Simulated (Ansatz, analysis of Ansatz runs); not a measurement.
# A hop of H in YScO3 (Pnma), charge +1, part 3 of 4

Aim: the barrier of one jump in YScO3 (Pnma) at charge +1: H transfer from O to O. The model is a cell of 40 host atoms with 1 H put in; H is the atom that moves.

Ansatz 0.2.0; plane-wave PAW DFT, LDA; nudged elastic band between two relaxed defect structures at fixed charge in a uniform background.

So far: Set-up; Relaxation of the start point, charge +1; Relaxation of the end point, charge +1.

### Step 4. Nudged elastic band, charge +1

7 movable images are laid between the ends on a pair-potential path, which keeps atoms from colliding in the first guess. Each image feels the true force across the path and a spring force along it. The highest image is set to climb to the top of the path.

This step: plane-wave PAW DFT, LDA; nudged elastic band between two relaxed defect structures at fixed charge in a uniform background.

The input, qp1.neb/input.yaml:

```yaml
crystal:
  lattice:
    - [0.0, 7.77564706, 5.34161926]
    - [5.64134763, 0.0, 5.34161926]
    - [5.64134763, 7.77564706, 0.0]
  atoms:
    - { symbol: "Y", position: [0.39044564, 0.58212003, 0.35850021] }
    - { symbol: "Y", position: [0.89208896, 0.0853526, 0.85168293] }
    - { symbol: "Y", position: [0.10375699, 0.40363332, 0.14545463] }
    - { symbol: "Y", position: [0.57847021, 0.89998088, 0.66809631] }
    - { symbol: "Y", position: [0.41292071, 0.10647521, 0.32916324] }
    - { symbol: "Y", position: [0.92056942, 0.60522059, 0.82863165] }
    - { symbol: "Y", position: [0.10637686, 0.92038676, 0.14335451] }
    - { symbol: "Y", position: [0.57536262, 0.42399927, 0.67813016] }
    - { symbol: Sc, position: [0.24749454, 0.250738, 0.74652059] }
    - { symbol: Sc, position: [0.75230109, 0.75373715, 0.24900214] }
    - { symbol: Sc, position: [-0.00163479, 0.0024124, 0.49570776] }
    - { symbol: Sc, position: [0.50556769, 0.5083702, 0.00203339] }
    - { symbol: Sc, position: [0.24619831, 0.76449355, 0.74409398] }
    - { symbol: Sc, position: [0.7518027, 0.24502109, 0.24338429] }
    - { symbol: Sc, position: [-0.00370181, 0.50523594, 0.49556911] }
    - { symbol: Sc, position: [0.50281986, -0.00344882, -0.00045926] }
    - { symbol: O, position: [0.46211538, 0.16320616, 0.78569017] }
    - { symbol: O, position: [0.97161118, 0.6654469, 0.2747535] }
    - { symbol: O, position: [0.40831251, 0.78901229, 0.01916498] }
    - { symbol: O, position: [0.89714366, 0.2956229, 0.50692283] }
    - { symbol: O, position: [0.22492717, 0.96792729, 0.84156423] }
    - { symbol: O, position: [0.7386277, 0.44872698, 0.35075632] }
    - { symbol: O, position: [0.28227885, 0.41079504, 0.28266522] }
    - { symbol: O, position: [0.78745989, 0.91295166, 0.78450837] }
    - { symbol: O, position: [0.46366907, 0.23233318, 0.46192481] }
    - { symbol: O, position: [0.96526487, 0.72241471, 0.96777623] }
    - { symbol: O, position: [0.15647636, 0.9770571, 0.58686803] }
    - { symbol: O, position: [0.66229115, 0.47544012, 0.09134567] }
    - { symbol: O, position: [0.33778914, 0.55639174, 0.91154419] }
    - { symbol: O, position: [0.83808306, 0.03262268, 0.40798968] }
    - { symbol: O, position: [0.22247183, 0.09738858, 0.21401678] }
    - { symbol: O, position: [0.7177901, 0.59773199, 0.71416645] }
    - { symbol: O, position: [0.03651404, 0.27689124, 0.03035799] }
    - { symbol: O, position: [0.5354605, 0.77282536, 0.53263999] }
    - { symbol: O, position: [0.09119097, 0.72000499, 0.47310928] }
    - { symbol: O, position: [0.59063323, 0.23059692, 0.96130733] }
    - { symbol: O, position: [0.27837204, 0.53607324, 0.6588571] }
    - { symbol: O, position: [0.76859688, 0.03798246, 0.15494164] }
    - { symbol: O, position: [0.03028369, 0.34149617, 0.71342112] }
    - { symbol: O, position: [0.53325627, 0.83639341, 0.21843463] }
    - { symbol: H, position: [0.81134049, 0.35667706, 0.41289088] }
total_charge: 1
basis:
  ecutwfc: 420
  xc_grid: 2
hamiltonian:
  xc: lda
kpoints:
  mp_grid: { grid: [1, 1, 1] }
scf:
  occupations: { method: fixed }
  max_iter: 100
output:
  forces: true
neb:
  images: 7
  f_tol: 0.05
  climbing: true
  initial_path: idpp
  max_iterations: 45
  order_check: false
  final_atoms:
    - { symbol: "Y", position: [0.38962964, 0.58614332, 0.34758904] }
    - { symbol: "Y", position: [0.89842882, 0.07744106, 0.85631666] }
    - { symbol: "Y", position: [0.07913811, 0.40267701, 0.16694871] }
    - { symbol: "Y", position: [0.57358488, 0.9031925, 0.67258549] }
    - { symbol: "Y", position: [0.41482343, 0.11276842, 0.32566372] }
    - { symbol: "Y", position: [0.9205116, 0.6071015, 0.83122958] }
    - { symbol: "Y", position: [0.10656257, 0.93340212, 0.13945686] }
    - { symbol: "Y", position: [0.60238005, 0.42189693, 0.64362358] }
    - { symbol: Sc, position: [0.25143483, 0.25634476, 0.74626747] }
    - { symbol: Sc, position: [0.7326718, 0.75313309, 0.24173353] }
    - { symbol: Sc, position: [-0.00268391, 0.00160529, 0.50009526] }
    - { symbol: Sc, position: [0.50549497, 0.50326527, -0.00923366] }
    - { symbol: Sc, position: [0.25535576, 0.75352177, 0.74051337] }
    - { symbol: Sc, position: [0.74601377, 0.25301332, 0.24869012] }
    - { symbol: Sc, position: [0.00418059, 0.48153368, 0.51345642] }
    - { symbol: Sc, position: [0.49975042, 0.00793867, -0.00527257] }
    - { symbol: O, position: [0.4658122, 0.16653733, 0.7803019] }
    - { symbol: O, position: [0.95126896, 0.67493437, 0.29487022] }
    - { symbol: O, position: [0.40758706, 0.78821404, 0.01988403] }
    - { symbol: O, position: [0.90689686, 0.28812126, 0.51674911] }
    - { symbol: O, position: [0.22664138, 0.96955586, 0.8382648] }
    - { symbol: O, position: [0.72993477, 0.46561562, 0.33888894] }
[... 10 lines left out ...]
    - { symbol: O, position: [0.03462323, 0.27714838, 0.03173133] }
    - { symbol: O, position: [0.54504891, 0.77169758, 0.52831748] }
    - { symbol: O, position: [0.08459959, 0.71685765, 0.47996985] }
    - { symbol: O, position: [0.59415397, 0.21968928, 0.97482513] }
    - { symbol: O, position: [0.27188799, 0.54248536, 0.65163384] }
    - { symbol: O, position: [0.76659051, 0.03519302, 0.16132037] }
    - { symbol: O, position: [0.02732665, 0.33750662, 0.72482915] }
    - { symbol: O, position: [0.52115534, 0.84354748, 0.2188953] }
    - { symbol: H, position: [0.82994751, 0.71171172, 0.41582819] }
```

Command:

```bash
$ ansatz run input.yaml --threads 4 --pin off --max-ram 7536MiB --backend cpu --events-out ev --progress --plain --runs-dir out
```

Numbers of over 12 decimals in the logs are rounded to 6 here.

Log:

```text
[...]
Warning: neb: disabling space-group detection — the band's intermediate images generally break the endpoint symmetry, so no spatial operation reduces the k-mesh or symmetrises the density, except that a semilocal band can use its path's symmetry ahead of [...]
[...]
parallel-image band execution: 4 concurrent image workers
NEB image 0
Crystal: 41 atoms, lattice volume = 468.622 Å³
Basis set: ecut = 420 eV, 9099 PW (Γ), exchange–correlation on 128×108×144 points (8 copies of the dense FFT grid, shifted against one another)
Bands: 201, of which v1, the nominal top of the filled ones, is band 160 counted from 1 (159 counted from 0)
Symmetry: 1 space group operations
k-points: 1
[...]
SCF iter   1: F=—  HF=-60116.468674 eV  |F-HF|=—  |Δ(HF+E_count)|=         —  Δρ=1.38e-2  dr2=8.35e-1  ethr=1.77e-3  ⟨swp⟩=4.0  Hψ=632  notcnv=0  defer=38
[...]
SCF iter   9: F=-60116.255014 eV  HF=-60116.255014 eV  |F-HF|=2.47e-8  |Δ(HF+E_count)|=   2.97e-8  Δρ=2.82e-6  dr2=3.29e-8  ethr=3.13e-11  ⟨swp⟩=4.0  Hψ=589  notcnv=0
SCF 1 converged in 9 iterations: F = -60116.255014 eV  dr2 = 3.29e-8
[...]
NSCF: frozen V_eff on 1 k-points
NEB image 8
SCF iter   1: F=—  HF=-60116.707769 eV  |F-HF|=—  |Δ(HF+E_count)|=         —  Δρ=1.36e-2  dr2=8.06e-1  ethr=1.77e-3  ⟨swp⟩=4.0  Hψ=633  notcnv=0  defer=37
[...]
SCF iter   9: F=-60116.505368 eV  HF=-60116.505368 eV  |F-HF|=1.55e-8  |Δ(HF+E_count)|=   3.58e-9  Δρ=2.34e-6  dr2=2.31e-8  ethr=3.13e-11  ⟨swp⟩=4.0  Hψ=589  notcnv=0
SCF 2 converged in 9 iterations: F = -60116.505368 eV  dr2 = 2.31e-8
[...]
NEB end point (image 0): max|allowed force component| = 1.634e-2 eV/Å (the criterion of neb.relax_end_points is 1.000e-2)
NEB end point (image 8): max|allowed force component| = 1.540e-2 eV/Å (the criterion of neb.relax_end_points is 1.000e-2)
NEB image 1
SCF iter   1: F=—  HF=-60115.718865 eV  |F-HF|=—  |Δ(HF+E_count)|=         —  Δρ=1.38e-2  dr2=8.78e-1  ethr=1.77e-3  ⟨swp⟩=4.0  Hψ=635  notcnv=0  defer=37
[...]
SCF iter   9: F=-60115.495651 eV  HF=-60115.495651 eV  |F-HF|=1.92e-9  |Δ(HF+E_count)|=   2.46e-8  Δρ=1.71e-6  dr2=1.11e-8  ethr=3.13e-11  ⟨swp⟩=4.0  Hψ=550  notcnv=0
SCF 3 converged in 9 iterations: F = -60115.495651 eV  dr2 = 1.11e-8
NEB image 2
SCF iter   1: F=—  HF=-60114.481712 eV  |F-HF|=—  |Δ(HF+E_count)|=         —  Δρ=1.45e-2  dr2=1.05e0  ethr=1.77e-3  ⟨swp⟩=4.0  Hψ=633  notcnv=0  defer=37
[...]
SCF iter   9: F=-60114.201861 eV  HF=-60114.201861 eV  |F-HF|=8.56e-9  |Δ(HF+E_count)|=   2.36e-8  Δρ=2.97e-6  dr2=3.27e-8  ethr=3.13e-11  ⟨swp⟩=4.0  Hψ=581  notcnv=0
SCF 4 converged in 9 iterations: F = -60114.201861 eV  dr2 = 3.27e-8
NEB image 3
SCF iter   1: F=—  HF=-60113.600603 eV  |F-HF|=—  |Δ(HF+E_count)|=         —  Δρ=1.65e-2  dr2=1.66e0  ethr=1.77e-3  ⟨swp⟩=4.0  Hψ=633  notcnv=0  defer=38
[...]
SCF iter  10: F=-60113.126215 eV  HF=-60113.126215 eV  |F-HF|=6.22e-8  |Δ(HF+E_count)|=   1.38e-8  Δρ=4.24e-6  dr2=7.26e-8  ethr=3.13e-11  ⟨swp⟩=4.0  Hψ=573  notcnv=0
SCF 5 converged in 10 iterations: F = -60113.126215 eV  dr2 = 7.26e-8
NEB image 4
SCF iter   1: F=—  HF=-60113.367731 eV  |F-HF|=—  |Δ(HF+E_count)|=         —  Δρ=1.83e-2  dr2=2.24e0  ethr=1.77e-3  ⟨swp⟩=4.0  Hψ=633  notcnv=0  defer=37
[...]
SCF iter  10: F=-60112.724330 eV  HF=-60112.724330 eV  |F-HF|=1.10e-8  |Δ(HF+E_count)|=   1.82e-7  Δρ=5.19e-6  dr2=7.92e-8  ethr=3.13e-11  ⟨swp⟩=2.0  Hψ=625  notcnv=0
SCF 6 converged in 10 iterations: F = -60112.724330 eV  dr2 = 7.92e-8
NEB image 5
SCF iter   1: F=—  HF=-60113.741616 eV  |F-HF|=—  |Δ(HF+E_count)|=         —  Δρ=1.80e-2  dr2=2.11e0  ethr=1.77e-3  ⟨swp⟩=4.0  Hψ=633  notcnv=0  defer=37
[...]
SCF iter  10: F=-60113.136154 eV  HF=-60113.136154 eV  |F-HF|=1.46e-8  |Δ(HF+E_count)|=   1.43e-7  Δρ=4.10e-6  dr2=5.84e-8  ethr=3.13e-11  ⟨swp⟩=3.0  Hψ=628  notcnv=0
SCF 7 converged in 10 iterations: F = -60113.136154 eV  dr2 = 5.84e-8
NEB image 6
SCF iter   1: F=—  HF=-60114.540149 eV  |F-HF|=—  |Δ(HF+E_count)|=         —  Δρ=1.52e-2  dr2=1.24e0  ethr=1.77e-3  ⟨swp⟩=4.0  Hψ=633  notcnv=0  defer=38
[...]
SCF iter   9: F=-60114.200227 eV  HF=-60114.200227 eV  |F-HF|=1.24e-8  |Δ(HF+E_count)|=   6.79e-8  Δρ=3.99e-6  dr2=6.18e-8  ethr=3.13e-11  ⟨swp⟩=2.0  Hψ=627  notcnv=0
SCF 8 converged in 9 iterations: F = -60114.200227 eV  dr2 = 6.18e-8
NEB image 7
SCF iter   1: F=—  HF=-60115.780935 eV  |F-HF|=—  |Δ(HF+E_count)|=         —  Δρ=1.38e-2  dr2=8.63e-1  ethr=1.77e-3  ⟨swp⟩=4.0  Hψ=633  notcnv=0  defer=37
[...]
SCF iter   9: F=-60115.563250 eV  HF=-60115.563250 eV  |F-HF|=3.54e-9  |Δ(HF+E_count)|=   6.41e-8  Δρ=2.06e-6  dr2=1.70e-8  ethr=3.13e-11  ⟨swp⟩=4.0  Hψ=564  notcnv=0
SCF 9 converged in 9 iterations: F = -60115.563250 eV  dr2 = 1.70e-8
NEB iter   1: max|band force component| = 4.245e0 eV/Å  barrier→ = 3.5307 eV  barrier← = 3.7810 eV  Δτ_max = 0.2000 Å  (84 SCF iters)
NEB image 1
[...]
SCF iter   9: F=-60115.954249 eV  HF=-60115.954249 eV  |F-HF|=1.91e-9  |Δ(HF+E_count)|=   5.30e-8  Δρ=1.28e-6  dr2=7.21e-9  ethr=3.13e-11  ⟨swp⟩=4.0  Hψ=542  notcnv=0
SCF 10 converged in 9 iterations: F = -60115.954249 eV  dr2 = 7.21e-9
NEB image 2
[...]
SCF iter   9: F=-60115.392415 eV  HF=-60115.392415 eV  |F-HF|=4.90e-9  |Δ(HF+E_count)|=   1.21e-7  Δρ=2.10e-6  dr2=1.78e-8  ethr=3.13e-11  ⟨swp⟩=2.0  Hψ=627  notcnv=0
SCF 11 converged in 9 iterations: F = -60115.392415 eV  dr2 = 1.78e-8
NEB image 3
[...]
SCF iter   9: F=-60114.637678 eV  HF=-60114.637678 eV  |F-HF|=6.33e-9  |Δ(HF+E_count)|=   1.86e-7  Δρ=2.68e-6  dr2=2.78e-8  ethr=3.13e-11  ⟨swp⟩=2.0  Hψ=629  notcnv=0
SCF 12 converged in 9 iterations: F = -60114.637678 eV  dr2 = 2.78e-8
NEB image 4
[...]
SCF iter   9: F=-60113.710050 eV  HF=-60113.710050 eV  |F-HF|=9.36e-9  |Δ(HF+E_count)|=   5.37e-8  Δρ=2.75e-6  dr2=3.29e-8  ethr=3.13e-11  ⟨swp⟩=4.0  Hψ=583  notcnv=0
SCF 13 converged in 9 iterations: F = -60113.710050 eV  dr2 = 3.29e-8
NEB image 5
[...]
SCF iter   9: F=-60114.430893 eV  HF=-60114.430893 eV  |F-HF|=1.04e-8  |Δ(HF+E_count)|=   9.74e-8  Δρ=2.80e-6  dr2=3.35e-8  ethr=3.13e-11  ⟨swp⟩=2.0  Hψ=625  notcnv=0
SCF 14 converged in 9 iterations: F = -60114.430893 eV  dr2 = 3.35e-8
NEB image 6
[...]
NEB iter  13: max|band force component| = 9.541e-2 eV/Å  barrier→ = 0.6190 eV  barrier← = 0.8693 eV  CI = image 4  Δτ_max = 0.0152 Å  (46 SCF iters)
NEB iter  14: max|band force component| = 5.559e-2 eV/Å  barrier→ = 0.6177 eV  barrier← = 0.8681 eV  CI = image 4  Δτ_max = 0.0151 Å  (42 SCF iters)
NEB iter  15: max|band force component| = 1.060e-1 eV/Å  barrier→ = 0.6166 eV  barrier← = 0.8669 eV  CI = image 4  Δτ_max = 0.0075 Å  (43 SCF iters)
NEB image 1
[...]
SCF iter   6: F=-60116.105789 eV  HF=-60116.105789 eV  |F-HF|=1.99e-8  |Δ(HF+E_count)|=   2.93e-8  Δρ=3.06e-6  dr2=3.22e-8  ethr=3.13e-11  ⟨swp⟩=4.0  Hψ=557  notcnv=0
SCF 108 converged in 6 iterations: F = -60116.105789 eV  dr2 = 3.22e-8
NEB image 2
[...]
SCF iter   6: F=-60115.801477 eV  HF=-60115.801477 eV  |F-HF|=2.29e-8  |Δ(HF+E_count)|=   1.19e-8  Δρ=2.95e-6  dr2=3.21e-8  ethr=3.13e-11  ⟨swp⟩=4.0  Hψ=557  notcnv=0
SCF 109 converged in 6 iterations: F = -60115.801477 eV  dr2 = 3.21e-8
NEB image 3
[...]
SCF iter   6: F=-60115.718143 eV  HF=-60115.718143 eV  |F-HF|=4.77e-8  |Δ(HF+E_count)|=   1.26e-8  Δρ=4.11e-6  dr2=6.32e-8  ethr=3.13e-11  ⟨swp⟩=4.0  Hψ=589  notcnv=0
SCF 110 converged in 6 iterations: F = -60115.718143 eV  dr2 = 6.32e-8
NEB image 4
[...]
SCF iter   6: F=-60115.638967 eV  HF=-60115.638968 eV  |F-HF|=2.59e-8  |Δ(HF+E_count)|=   3.90e-8  Δρ=3.50e-6  dr2=4.20e-8  ethr=3.13e-11  ⟨swp⟩=4.0  Hψ=589  notcnv=0
SCF 111 converged in 6 iterations: F = -60115.638967 eV  dr2 = 4.20e-8
NEB image 5
[...]
SCF iter   6: F=-60115.768662 eV  HF=-60115.768662 eV  |F-HF|=8.56e-9  |Δ(HF+E_count)|=   1.82e-8  Δρ=2.13e-6  dr2=1.54e-8  ethr=3.13e-11  ⟨swp⟩=4.0  Hψ=557  notcnv=0
SCF 112 converged in 6 iterations: F = -60115.768662 eV  dr2 = 1.54e-8
NEB image 6
[...]
SCF iter   6: F=-60115.922058 eV  HF=-60115.922058 eV  |F-HF|=8.66e-9  |Δ(HF+E_count)|=   9.76e-8  Δρ=3.28e-6  dr2=2.97e-8  ethr=3.13e-11  ⟨swp⟩=3.0  Hψ=701  notcnv=0
SCF 113 converged in 6 iterations: F = -60115.922058 eV  dr2 = 2.97e-8
NEB image 7
[...]
SCF iter   6: F=-60116.319250 eV  HF=-60116.319250 eV  |F-HF|=2.54e-9  |Δ(HF+E_count)|=   2.21e-8  Δρ=1.58e-6  dr2=7.83e-9  ethr=3.13e-11  ⟨swp⟩=4.0  Hψ=556  notcnv=0
SCF 114 converged in 6 iterations: F = -60116.319250 eV  dr2 = 7.83e-9
NEB image 1
[...]
NEB image 2
[...]
NEB image 3
[...]
NEB image 5
[...]
NEB image 6
[...]
NEB image 7
[...]
NEB image 4
[...]
the band table was solved once a step of the walk had ended and its energy, with any forces and stress, was formed, with the checks that follow a solve (896 applications of the Hamiltonian). They found nothing against the state; [...]
NEB iter  16: max|band force component| = 2.765e-2 eV/Å  barrier→ = 0.6160 eV  barrier← = 0.8664 eV  CI = image 4  Δτ_max = 0.0000 Å  (42 SCF iters)
SCF converged after 6 iterations
Free energy (F): -60115.638967 eV
[...]
Internal energy: -60115.638967 eV  (E = F + TS)
E sigma→0 (E₀):  -60115.638967 eV
Fermi energy:    9.767217 eV
[...]
--- Forces (eV/Å), atoms counted from 1 ---
  atom   1  Y     -0.00080968    -0.00137350    -0.00310737
  atom   2  Y     -0.00568141    -0.01906294     0.01631809
  atom   3  Y      0.00467784     0.01431742    -0.01671919
  [... 4 atoms left out ...]
  atom   8  Y     -0.01869491     0.00134035     0.01444809
  [... 1 atom left out ...]
  atom  10  Sc     0.01038370    -0.00005013    -0.00840296
  [... 4 atoms left out ...]
  atom  15  Sc     0.00505929     0.00310104    -0.01464313
  [... 2 atoms left out ...]
  atom  18  O     -0.00403444    -0.00384755     0.01374880
  [... 1 atom left out ...]
  atom  20  O      0.00823744    -0.00243577    -0.00098355
  [... 1 atom left out ...]
  atom  22  O     -0.00244989     0.00400832    -0.00106737
  [... 3 atoms left out ...]
  atom  26  O      0.00307101    -0.00335229     0.01164516
  [... 7 atoms left out ...]
  atom  34  O     -0.00170424    -0.00219105     0.00510410
  [... 6 atoms left out ...]
  atom  41  H      0.00045350     0.00323081    -0.00591457
  max |Σ_I F_I| component: 9.30e-6 eV/Å
--- Band table (eV) ---
[...]
this run last wrote the band of iteration 16 to <dir>
--- NEB band (9 images, 16 band iterations, 839 SCF iterations) ---
  forward barrier  = 0.616046 eV
  backward barrier = 0.866400 eV
  climbing image's point = of an order that was not read
  energies are F+E_penalty+E_count in eV, relative to image 0
  image     s (Å)  Δ vs image 0  max|band force component| (eV/Å)
      0    0.0000      0.000000                                 —
      1    0.4248      0.149225                          2.586e-2
      2    0.8493      0.453537                          2.044e-2
      3    1.2737      0.536871                          2.765e-2
  *   4    1.6979      0.616046                          1.902e-2
      5    2.1787      0.486352                          2.021e-2
      6    2.6594      0.332955                          2.155e-2
      7    3.1398     -0.064236                          1.780e-2
      8    3.6201     -0.250354                                 —
  climbing-image geometry (image 4):
  cell:  # Å, volume = 468.6216 Å³
    - [0.0, 7.77564706, 5.34161926]
    - [5.64134763, 0.0, 5.34161926]
    - [5.64134763, 7.77564706, 0.0]
  atoms:
    - { symbol: Y, position: [0.381379, 0.586785, 0.357480] }
    - { symbol: Y, position: [0.894517, 0.090554, 0.842996] }
    - { symbol: Y, position: [0.115107, 0.393455, 0.136136] }
    - { symbol: Y, position: [0.579055, 0.896957, 0.669861] }
    - { symbol: Y, position: [0.412089, 0.113483, 0.330407] }
    - { symbol: Y, position: [0.923992, 0.606307, 0.829067] }
    - { symbol: Y, position: [0.096095, 0.915486, 0.147539] }
    - { symbol: Y, position: [0.592905, 0.416258, 0.663906] }
    - { symbol: Sc, position: [0.250956, 0.250388, 0.746559] }
    - { symbol: Sc, position: [0.737785, 0.771133, 0.236540] }
    - { symbol: Sc, position: [-0.007413, 0.004834, 0.499077] }
    - { symbol: Sc, position: [0.509085, 0.506273, -0.001703] }
    - { symbol: Sc, position: [0.253365, 0.763109, 0.736829] }
    - { symbol: Sc, position: [0.751318, 0.255832, 0.247857] }
    - { symbol: Sc, position: [-0.003420, 0.492332, 0.507438] }
    - { symbol: Sc, position: [0.499016, -0.004078, 4.67779839504745e-5] }
    - { symbol: O, position: [0.462627, 0.163518, 0.786717] }
    - { symbol: O, position: [0.956966, 0.643730, 0.290165] }
    - { symbol: O, position: [0.394931, 0.783021, 0.035034] }
    - { symbol: O, position: [0.890647, 0.269525, 0.563812] }
    - { symbol: O, position: [0.229630, 0.967024, 0.840595] }
    - { symbol: O, position: [0.760527, 0.464555, 0.342861] }
    - { symbol: O, position: [0.276069, 0.414079, 0.282301] }
    - { symbol: O, position: [0.776915, 0.904180, 0.788700] }
    - { symbol: O, position: [0.462465, 0.245848, 0.458305] }
    - { symbol: O, position: [0.965085, 0.738824, 0.962072] }
    - { symbol: O, position: [0.160215, 0.972950, 0.583349] }
    - { symbol: O, position: [0.660576, 0.480393, 0.091903] }
    - { symbol: O, position: [0.344765, 0.550339, 0.902504] }
    - { symbol: O, position: [0.834702, 0.033234, 0.409597] }
    - { symbol: O, position: [0.210836, 0.089995, 0.215593] }
    - { symbol: O, position: [0.713258, 0.595670, 0.714381] }
    - { symbol: O, position: [0.034759, 0.282904, 0.026860] }
    - { symbol: O, position: [0.538088, 0.786672, 0.524061] }
    - { symbol: O, position: [0.079916, 0.716365, 0.486739] }
    - { symbol: O, position: [0.578706, 0.221571, 0.983349] }
    - { symbol: O, position: [0.277261, 0.538701, 0.656407] }
    - { symbol: O, position: [0.774767, 0.044109, 0.154076] }
    - { symbol: O, position: [0.032558, 0.340626, 0.718199] }
    - { symbol: O, position: [0.521886, 0.841784, 0.222574] }
    - { symbol: H, position: [0.850232, 0.538640, 0.345004] }
```

Wall time 3.5 min (4 threads of Arm Neoverse V2, shared host); peak memory 1.7 GiB; 12 min of CPU time.

Images along the path:

```csv
image,path (Å),energy (eV),"H41: x, y, z (Å)"
0,0.000,0.0000,"4.341, 9.519, 6.239"
1,0.425,0.1492,"4.533, 9.493, 6.510"
2,0.849,0.4535,"4.725, 9.365, 6.810"
3,1.274,0.5369,"4.875, 9.238, 7.105"
4,1.698,0.6160,"4.985, 9.294, 7.419"
5,2.179,0.4864,"5.241, 9.490, 7.648"
6,2.659,0.3330,"5.650, 9.591, 7.780"
7,3.140,-0.0642,"6.062, 9.632, 7.967"
8,3.620,-0.2504,"6.361, 9.687, 8.235"
```

Read from the output:

```
free energy      : -60115.6390 eV
barrier forward  : 0.6160 eV
barrier backward : 0.8664 eV
end less start   : -0.2504 eV
hop length       : 2.844 Å
```

Track of the atom that was set to move:

```
image  x (Å)  y (Å)  z (Å)  nearest neighbour  distance (Å)
    0  4.341  9.519  6.239                  O         1.067
    1  4.533  9.493   6.51                  O         1.037
    2  4.725  9.365   6.81                  O         1.001
    3  4.875  9.238  7.105                  O         1.023
    4  4.985  9.294  7.419                  O         1.208
    5  5.241   9.49  7.648                  O         1.014
    6   5.65  9.591   7.78                  O         0.983
    7  6.062  9.632  7.967                  O         0.992
    8  6.361  9.687  8.235                  O         0.998
```

The band met its tolerance of 0.05 eV/Å after 16 iterations, with image 4 on top (the start counts as 0). H41, which moves farthest between the ends, has 1 O at 1.07 Å nearest at the start and 2 O at 1.21 to 1.23 Å at the top.

[end of part 3 of 4]

[Logs are printed without paths, hosts, clocks, repeated set-up lines and the standing remarks that a program may print on its own settings, such as how far it seeks lower states.]

[Hosts, paths, dates, database ids (printed as entryN), source tags and the programs' standing remarks are cut or masked in the printed files.]
